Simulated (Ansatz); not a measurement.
# MgMn2Si2, from a guessed structure to a relaxed one, part 2 of 2

This structure for MgMn2Si2 is made up. Its elements were placed in a known structure type with a cell scaled to their sizes. What cell does the guess relax to, and how far off was it?

Ansatz 0.2.0; DFT, PBE, plane-wave PAW, default files, scalar-relativistic, ferromagnetic start, cell and ions relaxed at zero pressure (the session's first sound run).

So far: The structure; Relaxing cell and atoms. The relaxed cell has a = 3.913, c = 6.188 Å (conventional setting).

### Step 3. Electronic structure of the relaxed cell

A second self-consistent run takes a narrower smearing and the mesh shown in its input; the bands follow along the standard path of the relaxed lattice.

This step: DFT, PBE, plane-wave PAW, default files, scalar-relativistic, ferromagnetic start, bands and density of states at the relaxed cell (Ansatz 0.2.0).

input.yaml reads:

```yaml
crystal:
  lattice:
    - [3.9130825342, 0.0, 0.0]
    - [-1.9565412671, 3.3888288817, 0.0]
    - [0.0, 0.0, 6.1880761834]
  atoms:
    - { symbol: Mn, position: [0.6666666667, 0.3333333333, 0.3562961148], spin: 2.1 }
    - { symbol: Mn, position: [0.3333333333, 0.6666666667, 0.6437038852], spin: 2.1 }
    - { symbol: Si, position: [0.6666666667, 0.3333333333, 0.7371275148] }
    - { symbol: Si, position: [0.3333333333, 0.6666666667, 0.2628724852] }
    - { symbol: Mg, position: [0.0, 0.0, 0.0] }
magnetization:
  spin_polarized: true
kpoints:
  mp_grid: { grid: [10, 10, 6] }
  band_path:
    path:
      - [[0.0, 0.0, 0.0], [0.5, 0.0, 0.0], [0.33333333, 0.33333333, 0.0], [0.0, 0.0, 0.0], [0.0, 0.0, 0.5], [0.5, 0.0, 0.5], [0.33333333, 0.33333333, 0.5], [0.0, 0.0, 0.5]]
      - [[0.5, 0.0, 0.5], [0.5, 0.0, 0.0]]
      - [[0.33333333, 0.33333333, 0.0], [0.33333333, 0.33333333, 0.5]]
    npoints: 8
scf:
  occupations: { method: fermi_dirac, width: 0.03 }
  n_extra_bands: 12
hamiltonian:
  xc: pbe
  pseudopotentials: { kind: paw }
output:
  forces: true
  stress: true
  write_bands: true
  dos: { projected: true }
  write_density: true
  write_potential: true
  elf: true
  volumetric_format: npy
```

Launch:

```bash
> ansatz run input.yaml --threads 4 --pin off --max-ram 8192MiB --backend cpu --events-out ev --progress --plain --runs-dir out
```

Numbers of over 12 decimals in the logs are rounded to 6 here.

Output:

```text
[...]
Crystal: 5 atoms, lattice volume = 82.059 Å³
Basis set: ecut = 420 eV, 1617 PW (Γ), exchange–correlation on 54×54×90 points (8 copies of the dense FFT grid, shifted against one another)
Bands: 36, of which v1, the nominal top of the filled ones, is band 24 counted from 1 (23 counted from 0)
Symmetry: 12 space group operations
[...]
k-points: 72 of 600
[...]
Starting moments: Σ|m| = 4.2 μB on 2 of 5 sites
[...]
SCF iter   1: F=—  HF=-10992.576146 eV  |F-HF|=—  |Δ(HF+E_count)|=         —  Δρ=3.93e-2 (↑2.60e-2 ↓3.93e-2)  dr2=4.03e0  dr2_m=1.26e-1  M=4.213 μB ∫|m|=4.652 μB  β_m=0.30  ethr=3.10e-3  ⟨swp⟩=6.1  Hψ=21304  notcnv=0
[...]
SCF iter  14: F=-10992.566361 eV  HF=-10992.566361 eV  |F-HF|=6.80e-9  |Δ(HF+E_count)|=   2.53e-9  Δρ=1.85e-6 (↑1.23e-6 ↓1.85e-6)  dr2=9.15e-9  dr2_m=1.07e-10  M=4.194 μB ∫|m|=5.066 μB  ethr=3.04e-11  ⟨swp⟩=11.8  Hψ=34308  notcnv=0
SCF 1 converged in 14 iterations: F = -10992.566361 eV  dr2 = 9.15e-9
[...]
NSCF: frozen V_eff on 75 k-points
SCF converged after 14 iterations
Magnetization: 4.1945 μB (26.0972 up, 21.9028 down)
Absolute magnetization: 5.0668 μB (∫|ρ↑−ρ↓|, with the PAW one-centre terms)
[...]
Per-site moments (μB) at R_I (Å): [(2.077217, 0.961955), (2.077217, 0.961955), (-0.111139, 0.961955), (-0.111139, 0.961955), (-0.016679, 1.148362)]
Free energy (F): -10992.566361 eV
[...]
Internal energy: -10992.556935 eV  (E = F + TS)
E sigma→0 (E₀):  -10992.561648 eV
Entropy (-TS):   -0.009426 eV (-1.885 meV/atom)
Fermi energy:    9.747571 eV
[...]
--- Forces (eV/Å), atoms counted from 1 ---
  atom   1  Mn     0.00000000    -0.00000000     0.00345572
  atom   2  Mn     0.00000000     0.00000000    -0.00345572
  atom   3  Si     0.00000000    -0.00000000    -0.00568807
  atom   4  Si     0.00000000     0.00000000     0.00568807
  atom   5  Mg     0.00000000     0.00000000     0.00000000
  max |Σ_I F_I| component: 1.85e-17 eV/Å
--- Stress (GPa, compression-positive) ---
       -0.197372       0.000000      -0.000000
        0.000000      -0.197372       0.000000
       -0.000000      -0.000000      -0.019492
  P = ⅓ Tr σ = -0.1381 GPa (-1.381 kbar)
--- Band table (eV; the first three rows and the last of 144) ---
  k-point 0 ↑: bands = [... 20 lower, 8.1738, 8.1738, 8.4569, 8.9453, 8.9453, 12.5021, 12.5021, 13.7761, ... 8 higher]
  k-point 1 ↑: bands = [... 20 lower, 8.2056, 8.2056, 8.4446, 8.9411, 8.9411, 12.5888, 12.5888, 13.3610, ... 8 higher]
  k-point 2 ↑: bands = [... 20 lower, 8.2714, 8.2714, 8.4285, 8.9292, 8.9292, 12.5180, 12.8389, 12.8389, ... 8 higher]
  k-point 71 ↓: bands = [... 20 lower, 9.0436, 9.5992, 9.8098, 10.0989, 10.1608, 10.9878, 11.1162, 11.9690, ... 8 higher]
```

Elapsed: 11 s, on 4 threads of Arm Neoverse V2, shared host; peak memory 0.62 GiB; 43 s of CPU time.

The column dr2 measures how far the density is from self-consistency, as an energy; F and HF (Harris–Foulkes) agree once it is small.

Numbers from this step:

| Property | Result |
| --- | --- |
| free energy | -10992.5664 eV |
| energy at zero smearing | -10992.5616 eV |
| smearing term TS | 0.009426 eV |
| Fermi energy | 9.748 eV |
| magnetization | 4.194 μB |
| absolute magnetization | 5.067 μB |
| site moments | 2.077, 2.077, -0.1111, -0.1111, -0.01668 μB |
| pressure | -0.1381 GPa |

From bands.tsv, the bands that come nearest the Fermi level along the path, at its corners, in eV from the Fermi level:

```tsv
point	band_24_up	band_25_up	band_26_up	band_20_dn	band_21_dn	band_22_dn	band_23_dn	band_24_dn
Γ	-0.80	2.75	2.75	-0.19	-0.19	0.91	0.91	0.98
M	-0.94	-0.89	-0.32	-0.64	-0.12	0.45	0.69	0.86
K	-1.47	-0.30	-0.30	-1.21	-0.21	0.48	0.67	0.67
Γ	-0.80	2.75	2.75	-0.19	-0.19	0.91	0.91	0.98
A	-0.83	2.31	3.38	0.04	0.04	0.93	0.93	1.11
L	-0.99	-0.74	0.16	-0.59	-0.40	0.35	0.49	0.77
H	-1.15	-0.78	-0.78	-0.83	-0.18	0.20	0.20	0.40
A	-0.83	2.31	3.38	0.04	0.04	0.93	0.93	1.11
L	-0.99	-0.74	0.16	-0.59	-0.40	0.35	0.49	0.77
M	-0.94	-0.89	-0.32	-0.64	-0.12	0.45	0.69	0.86
K	-1.47	-0.30	-0.30	-1.21	-0.21	0.48	0.67	0.67
H	-1.15	-0.78	-0.78	-0.83	-0.18	0.20	0.20	0.40
```

Spin density in the ac plane at fractional y = 0.333, with atoms of Mn and Si within 0.2 Å of it.

Ten even steps from '_' (0.0 e/Å³) to '@' (3.6 e/Å³), each cell a mean:
```
____________________________
____________________________
____________________________
____________________________
____________________________
____________________________
____________________________
____________________________
____________________________
____________________________
____________________________
__________________....______
______________..::++==..____
______________::++@@##--____
______________..==%%**::____
________________..--::______
__________________..________
____________________________
____________________________
____________________________
____________________________
____________________________
```
Columns run along a (3.9 Å), rows up along c (6.2 Å). Atoms in or near the plane, at fractional coordinates: Mn at (0.67, 0.36), Si at (0.67, 0.74).

ELF in the ac plane at fractional y = 0.333, with atoms of Mn and Si within 0.2 Å of it. It is the smooth field of the valence electrons, not physical close to the nuclei.

Values, 22 rows by 14 columns, each cell a mean:
```
0.22 0.14 0.11 0.12 0.19 0.30 0.37 0.41 0.42 0.42 0.42 0.41 0.38 0.33
0.38 0.26 0.20 0.23 0.34 0.49 0.57 0.61 0.61 0.59 0.60 0.61 0.59 0.53
0.57 0.42 0.34 0.38 0.52 0.67 0.74 0.73 0.66 0.59 0.62 0.71 0.74 0.70
0.64 0.48 0.38 0.42 0.58 0.74 0.79 0.70 0.52 0.38 0.44 0.64 0.78 0.78
0.62 0.43 0.31 0.37 0.55 0.74 0.78 0.60 0.38 0.35 0.34 0.51 0.75 0.78
0.53 0.31 0.20 0.25 0.44 0.68 0.74 0.51 0.32 0.43 0.35 0.42 0.69 0.73
0.41 0.21 0.14 0.17 0.33 0.59 0.70 0.54 0.33 0.28 0.29 0.46 0.68 0.67
0.31 0.15 0.10 0.12 0.24 0.48 0.65 0.66 0.55 0.46 0.50 0.62 0.68 0.58
0.27 0.14 0.09 0.11 0.21 0.42 0.59 0.68 0.68 0.65 0.67 0.68 0.64 0.51
0.28 0.17 0.12 0.14 0.23 0.39 0.49 0.52 0.51 0.49 0.50 0.52 0.51 0.45
0.32 0.25 0.21 0.23 0.29 0.34 0.31 0.24 0.23 0.23 0.23 0.23 0.28 0.34
0.33 0.34 0.33 0.34 0.34 0.28 0.19 0.21 0.32 0.40 0.36 0.25 0.18 0.23
0.33 0.43 0.46 0.44 0.38 0.23 0.17 0.38 0.62 0.74 0.69 0.47 0.21 0.17
0.37 0.50 0.53 0.52 0.43 0.24 0.19 0.49 0.75 0.87 0.82 0.60 0.26 0.18
0.46 0.57 0.60 0.59 0.52 0.31 0.22 0.46 0.72 0.84 0.79 0.56 0.26 0.23
0.59 0.66 0.66 0.66 0.62 0.43 0.25 0.32 0.51 0.62 0.57 0.38 0.23 0.33
0.66 0.71 0.71 0.71 0.68 0.55 0.33 0.20 0.25 0.30 0.27 0.21 0.25 0.45
0.69 0.73 0.73 0.73 0.71 0.62 0.44 0.21 0.13 0.11 0.11 0.17 0.35 0.55
0.65 0.67 0.67 0.67 0.66 0.59 0.47 0.28 0.17 0.13 0.14 0.23 0.39 0.54
0.48 0.47 0.46 0.48 0.49 0.46 0.38 0.26 0.19 0.16 0.17 0.23 0.34 0.42
0.26 0.23 0.21 0.22 0.26 0.28 0.26 0.21 0.18 0.17 0.17 0.20 0.24 0.27
0.17 0.13 0.10 0.11 0.16 0.21 0.23 0.22 0.22 0.22 0.22 0.22 0.23 0.21
```
Columns run along a (3.9 Å), rows up along c (6.2 Å). Atoms in or near the plane, at fractional coordinates: Mn at (0.67, 0.36), Si at (0.67, 0.74).

Valence density in the ac plane at fractional y = 0.333, with atoms of Mn and Si within 0.2 Å of it. It is the smooth field of the valence electrons, not physical close to the nuclei.

Values in e/Å³, 22 rows by 14 columns, each cell a mean:
```
 0  0  0  0  0  0  0  0  0  0  0  0  0  0
 0  0  0  0  0  0  0  0  0  0  0  0  0  0
 0  0  0  0  0  0  0  0  0  0  0  0  0  0
 0  0  0  0  0  0  0  0  0  0  0  0  0  0
 0  0  0  0  0  0  0  0  0  0  0  0  0  0
 0  0  0  0  0  0  0  0  0  0  0  0  0  0
 0  0  0  0  0  0  0  0  0  0  0  0  0  0
 0  0  0  0  0  0  0  0  0  0  0  0  0  0
 0  0  0  0  0  0  0  0  0  0  0  0  0  0
 0  0  0  0  0  0  0  0  0  0  0  0  0  0
 0  0  0  0  0  0  0  0  1  1  1  0  0  0
 0  0  0  0  0  0  0  1  2  3  2  1  0  0
 0  0  0  0  0  0  0  2  7 12 10  4  1  0
 0  0  0  0  0  0  1  4 13 23 18  7  1  0
 0  0  0  0  0  0  1  4 11 20 16  6  1  0
 0  0  0  0  0  0  0  2  4  7  6  2  1  0
 0  0  0  0  0  0  0  1  1  2  1  1  0  0
 0  0  0  0  0  0  0  0  0  0  0  0  0  0
 0  0  0  0  0  0  0  0  0  0  0  0  0  0
 0  0  0  0  0  0  0  0  0  0  0  0  0  0
 0  0  0  0  0  0  0  0  0  0  0  0  0  0
 0  0  0  0  0  0  0  0  0  0  0  0  0  0
```
Columns run along a (3.9 Å), rows up along c (6.2 Å). Atoms in or near the plane, at fractional coordinates: Mn at (0.67, 0.36), Si at (0.67, 0.74).

### Step 4. What came out

```json
{"space group, relaxed": "P-3m1", "conventional cell": "a = 3.913, b = 3.913, c = 6.188 Å; α = 90.0°, β = 90.0°, γ = 120.0°", "volume per atom": "16.41 Å³ (guess 17.41)", "total moment": "4.25 μB in the cell of 5 atoms"}
```

In words: MgMn2Si2 relaxes to P-3m1 with a = 3.913, b = 3.913 and c = 6.188 Å. The guessed volume was 6 % too large. The space group P-3m1 was held in the relaxation, so the end point is a stationary structure within it and may be a saddle against distortions or other arrangements. The input starts from parallel moments, and no other start was typed. Bands cross the Fermi level, so it is a metal or semimetal at this level. On the 10×10×6 mesh with the narrower smearing (relaxed on 8×8×4) the largest force component is 0.006 eV/Å and the largest stress component is 0.197 GPa, against the relaxation's thresholds of 0.015 eV/Å and 0.05 GPa. The cutoff wasn't tested. No dispersion term is used, so weakly bound directions may come out too long. Nothing here tests whether the compound is stable against decomposition.

[Logs are printed without paths, hosts, clocks, repeated set-up lines and the standing remarks that a program may print on its own settings, such as how far it seeks lower states.]

[Hosts, paths, dates, database ids (printed as entryN), source tags and the programs' standing remarks are cut or masked in the printed files.]
